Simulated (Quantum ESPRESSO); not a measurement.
# Energy and gap at +3 % biaxial strain: 2H-WOS, 1 layer

**Set-up.** Quantum ESPRESSO 7.5 driven by ASE, PBE, GBRV ultrasoft, ESM (bc1); atomic heights clamped; cell area 7.827 Å² at zero strain.

```tsv
strain (%)	energy (meV a cell)	gap on the mesh (eV)
−3	150.52	1.995
−1.5	38.67	1.802
0	0.00	1.544
+1.5	26.02	1.308
```

One more run was made and is withheld. What are energy and gap at +3 %, and how stiff is the sheet?

**Fit.** About zero, E'' = (38.67 + 26.02 − 2 × 0.00)/1.5² = 28.75 meV per %² and E' = (26.02 − 38.67)/3 = −4.22 meV per %. With E = A K ε², where K = (C11 + C22)/2 + C12 (C11 + C12 for a hexagonal sheet), K = 28.75 × 10/(2 × 7.827) × 16.02 = 294 N/m. The parabola gives E(+3 %) = 0.00 + 3 × (−4.22) + 4.5 × 28.75 = 116.7 meV. Continuing the last slope, the gap is 2 × 1.308 − 1.544 = 1.072 eV.

**The withheld run.** E = 109.3 meV and the gap 1.094 eV. The parabola misses by +7.5 meV, too high, since bonds soften under tension. The gap's line misses by −0.022 eV.

Caveats: Clamped heights stiffen sheets with several planes. Semilocal gap, no spin-orbit coupling.

[Logs are printed without paths, hosts, clocks, repeated set-up lines and the standing remarks that a program may print on its own settings, such as how far it seeks lower states.]
